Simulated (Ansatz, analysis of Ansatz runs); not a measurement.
# How often does Be try the jump in MgB2C2 (Pnnm)?

Aim: the prefactor of a hop in MgB2C2 (Pnnm) (Be_i hop between voids (2.7 Å), charge +2) from the modes of the moving atom at the start and at the top of a path found beforehand. Model: a cell of 60 host atoms with 1 Be put in.

Calculated with Ansatz 0.2.0; plane-wave PAW DFT, PBEsol; finite-difference force constants of the moving atom alone.

### Step 1. Set-up

The cell holds 61 atoms: 12 Mg, 24 B, 24 C and 1 Be. Its edges and angles: a = 8.529 Å, b = 8.529 Å, c = 8.298 Å, α = 90.0°, β = 90.0°, γ = 65.6°. It derives from MgB2C2 (space group Pnnm). Nearest the centre at fractional (0.770, 0.185, 0.333): Be61 at 1.40 Å, B32 at 1.58 Å, C38 at 1.67 Å, B30 at 1.86 Å, Mg23 at 2.19 Å, C13 at 2.28 Å, C15 at 2.43 Å, C33 at 2.48 Å. The cell carries charge +2.

The cell's shortest repeat is 8.3 Å.

### Step 2. Vibrations of the moving atom at the start point

Harmonic transition-state theory takes the prefactor from the modes at the minimum and at the top. Only the moving atom is displaced, by 0.02 Å, which takes six displaced runs and a reference; the host's atoms are held.

qp2.start.modes/input.yaml reads:

```yaml
crystal:
  lattice:
    - [4.61704896, 7.1710112, 0.0]
    - [-4.61704896, 7.1710112, 0.0]
    - [0.0, 0.0, 8.29768847]
  atoms:
    - { symbol: Mg, position: [-0.00406634, 0.49618203, 0.16682738] }
    - { symbol: Mg, position: [0.49879183, 0.00425364, 0.16718879] }
    - { symbol: Mg, position: [0.02926376, -0.02488475, -0.00497217] }
    - { symbol: Mg, position: [0.48833888, 0.51384842, -0.00234007] }
    - { symbol: B, position: [0.30833528, 0.42176443, 0.16699466] }
    - { symbol: B, position: [0.81613633, 0.91782733, 0.16692356] }
    - { symbol: B, position: [0.18644743, 0.08088852, 0.16706496] }
    - { symbol: B, position: [0.68812634, 0.58002099, 0.16709674] }
    - { symbol: B, position: [0.42071539, 0.8152643, 0.00068989] }
    - { symbol: B, position: [0.90909415, 0.30374549, -0.00314038] }
    - { symbol: B, position: [0.07845571, 0.68396453, 0.00012001] }
    - { symbol: B, position: [0.5797599, 0.19757303, -0.00421246] }
    - { symbol: C, position: [-0.02641152, 0.20457427, 0.16735708] }
    - { symbol: C, position: [0.49797593, 0.72556734, 0.16707558] }
    - { symbol: C, position: [0.51192399, 0.28795116, 0.16686742] }
    - { symbol: C, position: [1.00277632, 0.77267883, 0.1669084] }
    - { symbol: C, position: [0.21877578, 0.49141885, 0.00044477] }
    - { symbol: C, position: [0.72860031, 0.00960725, 0.00279688] }
    - { symbol: C, position: [0.27955113, 1.01023719, 0.00124694] }
    - { symbol: C, position: [0.77631679, 0.4985173, 0.00069224] }
    - { symbol: Mg, position: [-0.00102359, 0.49381425, 0.50101664] }
    - { symbol: Mg, position: [0.50060286, 0.00413483, 0.50214396] }
    - { symbol: Mg, position: [0.02871908, -0.02439539, 0.33857135] }
    - { symbol: Mg, position: [0.48867752, 0.51366843, 0.33657959] }
    - { symbol: B, position: [0.30702217, 0.41740867, 0.50173335] }
    - { symbol: B, position: [0.8142181, 0.92323222, 0.5007793] }
    - { symbol: B, position: [0.19067046, 0.08707516, 0.50138568] }
    - { symbol: B, position: [0.68997106, 0.58166356, 0.50092331] }
    - { symbol: B, position: [0.42056183, 0.8153243, 0.33355129] }
    - { symbol: B, position: [0.90911492, 0.30431128, 0.33736585] }
    - { symbol: B, position: [0.07835486, 0.6839112, 0.33368732] }
    - { symbol: B, position: [0.58004003, 0.19746681, 0.33793724] }
    - { symbol: C, position: [-0.0053019, 0.2171128, 0.50078743] }
    - { symbol: C, position: [0.49740049, 0.7252505, 0.50023979] }
    - { symbol: C, position: [0.50140558, 0.28353741, 0.50155988] }
    - { symbol: C, position: [1.00220225, 0.77657274, 0.50031209] }
    - { symbol: C, position: [0.21872834, 0.49118629, 0.3335016] }
    - { symbol: C, position: [0.72852182, 0.0091826, 0.3311895] }
    - { symbol: C, position: [0.27977453, 1.01038358, 0.33286626] }
    - { symbol: C, position: [0.77689432, 0.49942793, 0.33332789] }
    - { symbol: Mg, position: [-0.00083197, 0.4935302, 0.83291986] }
    - { symbol: Mg, position: [0.50052846, 0.00434653, 0.83183261] }
    - { symbol: Mg, position: [0.00470432, -0.00168961, 0.6667769] }
    - { symbol: Mg, position: [0.49658466, 0.50505422, 0.6669758] }
    - { symbol: B, position: [0.30703761, 0.41754699, 0.83230263] }
    - { symbol: B, position: [0.81429716, 0.92333959, 0.83291421] }
    - { symbol: B, position: [0.19070648, 0.08673768, 0.83242725] }
    - { symbol: B, position: [0.68982086, 0.58123385, 0.83336635] }
    - { symbol: B, position: [0.41994532, 0.81463009, 0.66715085] }
    - { symbol: B, position: [0.91574107, 0.30701709, 0.66704685] }
    - { symbol: B, position: [0.07868703, 0.68716999, 0.66686557] }
    - { symbol: B, position: [0.58232348, 0.19412136, 0.66696256] }
    - { symbol: C, position: [-0.00525455, 0.21686331, 0.83332187] }
    - { symbol: C, position: [0.4979005, 0.72572562, 0.83395191] }
    - { symbol: C, position: [0.50142612, 0.2837388, 0.8321967] }
    - { symbol: C, position: [1.00239392, 0.77679454, 0.83345598] }
    - { symbol: C, position: [0.21659508, 0.49422648, 0.66696402] }
    - { symbol: C, position: [0.72264216, 0.00073822, 0.66699845] }
    - { symbol: C, position: [0.28245637, 1.00954267, 0.6669312] }
    - { symbol: C, position: [0.77782192, 0.50145676, 0.66710605] }
    - { symbol: Be, position: [0.75985535, 0.17578417, 0.16549566] }
  symmetry: { detect: false }
total_charge: 2
basis:
  ecutwfc: 420
  xc_grid: 2
hamiltonian:
  xc: pbesol
kpoints:
  mp_grid: { grid: [1, 1, 1], shift: [0.25, 0.25, 0.25] }
scf:
  occupations: { method: fixed }
  max_iter: 120
phonons:
  supercell: [1, 1, 1]
  displaced_sites: [60]
  amplitude: 0.02
```

On the command line:

```sh
$ ansatz run input.yaml --threads 4 --pin off --max-ram 7536MiB --backend cpu --events-out ev --progress --plain --runs-dir out
```

What it wrote:

```text
Engine: ansatz 0.2.0, aarch64-unknown-linux-gnu
Pseudopotentials: kind: paw
Pseudopotential: Mg, paw, valence charge 10, recommended cutoff 420 eV (normal), Mg.paw.azcp
Pseudopotential: B, paw, valence charge 3, recommended cutoff 420 eV (normal), B.paw.azcp
Pseudopotential: C, paw, valence charge 4, recommended cutoff 420 eV (normal), C.paw.azcp
Pseudopotential: Be, paw, valence charge 2, recommended cutoff 420 eV (normal), Be.paw.azcp
Functional definition: PBEsol
  exchange = pbesol_x
  correlation = pbesol_c
Crystal: 61 atoms, lattice volume = 549.455 Å³
Basis set: ecut = 420 eV, 10723 PW (Γ), exchange–correlation on 120×120×120 points (8 copies of the dense FFT grid, shifted against one another)
Bands: 205, of which v1, the nominal top of the filled ones, is band 144 counted from 1 (143 counted from 0)
Symmetry: 1 space group operations
k-points: 1
Non-local potential: Mg, projectors of the file, l = 0: 3, l = 1: 2, l = 2: 1
Non-local potential: B, projectors of the file, l = 0: 2, l = 1: 2, l = 2: 1
Non-local potential: C, projectors of the file, l = 0: 2, l = 1: 2, l = 2: 1
Non-local potential: Be, projectors of the file, l = 0: 2, l = 1: 2, l = 2: 1
PAW form: soft (Blöchl's): semilocal exchange-correlation on the pseudo side does not see the compensation charge
PAW frozen core: Mg, regenerated for the run's functional, and the local potential with it (the file was generated under x = pbe(κ = 0.804, μ = 0.219515), c = pbe(β = 0.066725))
PAW frozen core: B, regenerated for the run's functional, and the local potential with it (the file was generated under x = pbe(κ = 0.804, μ = 0.219515), c = pbe(β = 0.066725))
PAW frozen core: C, regenerated for the run's functional, and the local potential with it (the file was generated under x = pbe(κ = 0.804, μ = 0.219515), c = pbe(β = 0.066725))
PAW frozen core: Be, regenerated for the run's functional, and the local potential with it (the file was generated under x = pbe(κ = 0.804, μ = 0.219515), c = pbe(β = 0.066725))
PAW one-centre angular grid: Mg, 110 points (default); XC on 64 Gauss nodes
PAW one-centre angular grid: B, 110 points (default); XC on 64 Gauss nodes
PAW one-centre angular grid: C, 110 points (default); XC on 64 Gauss nodes
PAW one-centre angular grid: Be, 110 points (default); XC on 64 Gauss nodes
Initial density: superposition of atomic densities (neutral atoms scaled as one to the charged cell's electrons: chi_scale 0, normalization atom), corrected by the library's trained network
Initial wavefunctions: pseudopotential atomic-orbital guess
Functional: x = pbesol(κ = 0.804, μ = 0.123457), c = pbesol(β = 0.046)
SCF iter   1: F=—  HF=-32645.572387 eV  |F-HF|=—  |Δ(HF+E_count)|=         —  Δρ=1.41e-2  dr2=1.23e0  ethr=1.77e-3  ⟨swp⟩=5.0  Hψ=736  notcnv=0  defer=58
preconditioner: auto → Resta (q_TF=auto, 2.450 Å⁻¹)  ε∞=4.2  [insulator: Δε(μ)=1.574 eV  Ē_g=12.239 eV  n_scr=148 (ndim 8)  ℏωp=22.0 eV  f_vac=0.002  ε∞_Penn≈4.2]
SCF iter   2: F=—  HF=-32645.201649 eV  |F-HF|=—  |Δ(HF+E_count)|=   3.71e-1  Δρ=7.06e-3  dr2=3.31e-1  ethr=4.28e-4  ⟨swp⟩=2.0  Hψ=238  notcnv=0  defer=59
SCF iter   3: F=—  HF=-32645.067557 eV  |F-HF|=—  |Δ(HF+E_count)|=   1.34e-1  Δρ=1.51e-3  dr2=1.92e-2  ethr=1.15e-4  ⟨swp⟩=2.0  Hψ=283  notcnv=0  defer=59
SCF iter   4: F=—  HF=-32645.061814 eV  |F-HF|=—  |Δ(HF+E_count)|=   5.74e-3  Δρ=4.16e-4  dr2=1.18e-3  ethr=6.67e-6  ⟨swp⟩=2.0  Hψ=245  notcnv=0  defer=59
SCF iter   5: F=—  HF=-32645.061677 eV  |F-HF|=—  |Δ(HF+E_count)|=   1.36e-4  Δρ=1.36e-4  dr2=1.01e-4  ethr=4.10e-7  ⟨swp⟩=3.0  Hψ=294  notcnv=0  defer=59
SCF iter   6: F=—  HF=-32645.061637 eV  |F-HF|=—  |Δ(HF+E_count)|=   4.04e-5  Δρ=3.29e-5  dr2=8.78e-6  ethr=3.51e-8  ⟨swp⟩=2.0  Hψ=242  notcnv=0  defer=55
SCF iter   7: F=—  HF=-32645.061738 eV  |F-HF|=—  |Δ(HF+E_count)|=   1.01e-4  Δρ=1.51e-5  dr2=1.51e-6  ethr=3.05e-9  ⟨swp⟩=2.0  Hψ=301  notcnv=0  defer=55
SCF iter   8: F=—  HF=-32645.061738 eV  |F-HF|=—  |Δ(HF+E_count)|=   2.74e-7  Δρ=3.00e-6  dr2=5.93e-8  ethr=5.23e-10  ⟨swp⟩=2.0  Hψ=246  notcnv=0  defer=55
SCF iter   9: F=—  HF=-32645.061738 eV  |F-HF|=—  |Δ(HF+E_count)|=   3.71e-8  Δρ=8.85e-7  dr2=6.31e-9  ethr=2.06e-11  ⟨swp⟩=2.0  Hψ=246  notcnv=0  defer=55
SCF iter  10: F=-32645.061738 eV  HF=-32645.061738 eV  |F-HF|=2.55e-11  |Δ(HF+E_count)|=  2.33e-10  Δρ=2.48e-7  dr2=4.49e-10  ethr=1.00e-12  ⟨swp⟩=18.0  Hψ=1475  notcnv=0
SCF 1 converged in 10 iterations: F = -32645.061738 eV  dr2 = 4.49e-10
  greatest PAW one-centre occupation: 1.000 electrons in one spin orbital (limit 2), on the Mg atom at site 2 (counted from 0), in its partial waves of l = 0
Initial density: handed on by an earlier stage of this run
Initial wavefunctions: those handed on with the density
[...]
SCF 2 converged in 8 iterations: F = -32645.060077 eV  dr2 = 8.94e-12
[...]
SCF 3 converged in 5 iterations: F = -32645.060058 eV  dr2 = 4.34e-11
[...]
SCF 4 converged in 8 iterations: F = -32645.060259 eV  dr2 = 1.27e-11
[...]
SCF 5 converged in 5 iterations: F = -32645.060303 eV  dr2 = 4.67e-11
[...]
SCF iter   5: F=—  HF=-32645.060453 eV  |F-HF|=—  |Δ(HF+E_count)|=   2.94e-8  Δρ=1.65e-6  dr2=1.77e-8  ethr=7.07e-11  ⟨swp⟩=2.0  Hψ=246  notcnv=0  defer=55
SCF iter   6: F=—  HF=-32645.060453 eV  |F-HF|=—  |Δ(HF+E_count)|=   1.01e-9  Δρ=3.79e-7  dr2=1.15e-9  ethr=6.16e-12  ⟨swp⟩=2.0  Hψ=246  notcnv=0  defer=55
SCF iter   7: F=—  HF=-32645.060453 eV  |F-HF|=—  |Δ(HF+E_count)|=  5.31e-10  Δρ=1.36e-7  dr2=1.44e-10  ethr=1.00e-12  ⟨swp⟩=4.0  Hψ=619  notcnv=0
SCF iter   8: F=-32645.060453 eV  HF=-32645.060453 eV  |F-HF|=1.46e-11  |Δ(HF+E_count)|=  2.91e-11  Δρ=5.01e-8  dr2=2.18e-11  ethr=1.00e-12  ⟨swp⟩=4.0  Hψ=551  notcnv=0
SCF 6 converged in 8 iterations: F = -32645.060453 eV  dr2 = 2.18e-11
iter 1 solved again at ethr=4.71e-10 eV; its pass at ethr=3.10e-3 eV (dr2=1.36e-6 eV) is discarded
SCF iter   1: F=—  HF=-32645.060755 eV  |F-HF|=—  |Δ(HF+E_count)|=         —  Δρ=1.65e-5  dr2=1.34e-6  ethr=4.71e-10  ⟨swp⟩=3.0  Hψ=632  notcnv=0  defer=55
SCF iter   2: F=—  HF=-32645.060696 eV  |F-HF|=—  |Δ(HF+E_count)|=   5.96e-5  Δρ=8.36e-6  dr2=2.86e-7  ethr=4.66e-10  ⟨swp⟩=2.0  Hψ=246  notcnv=0  defer=55
SCF iter   3: F=—  HF=-32645.060696 eV  |F-HF|=—  |Δ(HF+E_count)|=   1.82e-8  Δρ=1.73e-6  dr2=1.51e-8  ethr=9.92e-11  ⟨swp⟩=2.0  Hψ=241  notcnv=0  defer=55
SCF iter   4: F=—  HF=-32645.060696 eV  |F-HF|=—  |Δ(HF+E_count)|=   1.98e-9  Δρ=3.67e-7  dr2=6.96e-10  ethr=5.23e-12  ⟨swp⟩=2.0  Hψ=246  notcnv=0  defer=55
SCF iter   5: F=-32645.060696 eV  HF=-32645.060696 eV  |F-HF|=1.09e-11  |Δ(HF+E_count)|=  9.46e-11  Δρ=9.75e-8  dr2=5.48e-11  ethr=1.00e-12  ⟨swp⟩=4.0  Hψ=593  notcnv=0
SCF 7 converged in 5 iterations: F = -32645.060696 eV  dr2 = 5.48e-11
SCF converged after 10 iterations
Free energy (F): -32645.061738 eV
Harris-Foulkes:  -32645.061738 eV  (|F-HF|=2.55e-11)
Internal energy: -32645.061738 eV  (E = F + TS)
E sigma→0 (E₀):  -32645.061738 eV
Fermi energy:    7.976529 eV
--- Per-component energies (eV) ---
  E_band       = -3601.779255
  E_kinetic    = 4264.566519
  E_local      = -22452.920301  (includes V_loc(G=0)·N_el)
  E_nonlocal   = 2076.764110
  E_hartree    = 7926.245074
  E_xc         = -2278.690413
  E_vxc        = -2809.146107  (∫ρ·V_xc dr)
  E_paw        = -7522.226868  (= ΣΔE_a)
  E_vpaw       = -533.533835  (= ΣTr[D̂ρ^β])
  E_aug_tail   = 0.000094  (compensation charges beyond the density's cutoff)
  E_ewald      = -14660.375307
  E_core_change = 1.575353  (= ΣΔE_core)
  E_smearing   = -0.000000  (= −TS)
  E_closure    = -0.000000  (closes the sum)
  E_deformation_potential = 33.704247  (in the stress; not in F)
  Σ components = -32645.061738   (vs F -32645.061738, Δ=0.00e0)
--- Forces (eV/Å), atoms counted from 1 ---
  atom   1  Mg    -0.00090418     0.00055134     0.00012993
  atom   2  Mg    -0.00062313    -0.00045759     0.00098930
  [... 10 atoms left out ...]
  atom  13  C      0.00031894    -0.00119929     0.00260648
  [... 1 atom left out ...]
  atom  15  C     -0.00032344    -0.00055344     0.00009187
  [... 7 atoms left out ...]
  atom  23  Mg    -0.00236777     0.00066686     0.00062703
  [... 2 atoms left out ...]
  atom  26  B     -0.00112697    -0.00111580    -0.00064801
  [... 3 atoms left out ...]
  atom  30  B     -0.00021184     0.00112745    -0.00000152
  [... 1 atom left out ...]
  atom  32  B      0.00061124    -0.00046786     0.00042238
  atom  33  C      0.00064836     0.00029190     0.00095847
  [... 1 atom left out ...]
  atom  35  C     -0.00046977    -0.00070015    -0.00093079
  [... 2 atoms left out ...]
  atom  38  C      0.00086399     0.00054833     0.00003302
  [... 22 atoms left out ...]
  atom  61  Be     0.00037626    -0.00089605    -0.00608393
  max |Σ_I F_I| component: 3.56e-6 eV/Å
--- Band table (eV) ---
  k-point 0: bands = ["-66.7674", "-66.5942", "-66.5878", "-66.5770", [... 197 left out ...] "17.2719", "17.3447", "17.4746", "17.5390"]
--- Phonons: 6 displaced members + reference (amplitude 0.02 Å, Σ member SCF iterations 39) ---
  symmetry images taken by strict's conditions (phonons.symmetry_images: auto; settled by no image being taken that strict refuses)
  force constants formed among 1 of 61 sites (Be 60); the other 60 at rest. The modes move the named sites alone.
  the frequencies, the zero-point energy and the sums are of the block with the acoustic sum rule laid on its rows. Row sums over every site: 5.5e-5 eV/Å² at the most
  transpose residual: 2.5e-4 eV/Å²
  largest component of a force at the reference: 6.1e-3 eV/Å on a named site, 2.6e-3 eV/Å on a site at rest
  frequencies among the named sites at Γ of the cell (cm⁻¹): 409.33 421.20 549.97
  unstable modes among the named sites: 0
  frequencies as built, with no sum rule (cm⁻¹): 409.33 421.20 549.97
  zero-point energy: 0.085580 eV/cell   skipped modes (ω ≤ 0): 0
  not written: the harmonic force-constant file, the file of eigenvectors (these modes' are written with the force constants), the density of states and the dispersion, which are of every site
```

The job ended after 62 s (4 threads of Arm Neoverse N1, shared host; peak memory 0.93 GiB; 3.9 min of CPU time).

This step gave:

* free energy: -32645.0617 eV
* frequencies of moving atom: 409.3, 421.2, 550.0 cm⁻¹ (negative: imaginary)

The three modes are 409, 421 and 550 cm⁻¹: all real, a minimum for this atom with the others held.

(Part 1 of 2 ends here.)

[Long decimals in the printed logs are rounded to 6 places.]

[Repeated set-up lines and some long k-point lines are left out of the logs, and relaxed atomic positions are cut to six decimals.]

[Logs are printed without paths, hosts, clocks, repeated set-up lines and the standing remarks that a program may print on its own settings, such as how far it seeks lower states.]

[Hosts, paths, dates, database ids (printed as entryN), source tags and the programs' standing remarks are cut or masked in the printed files.]
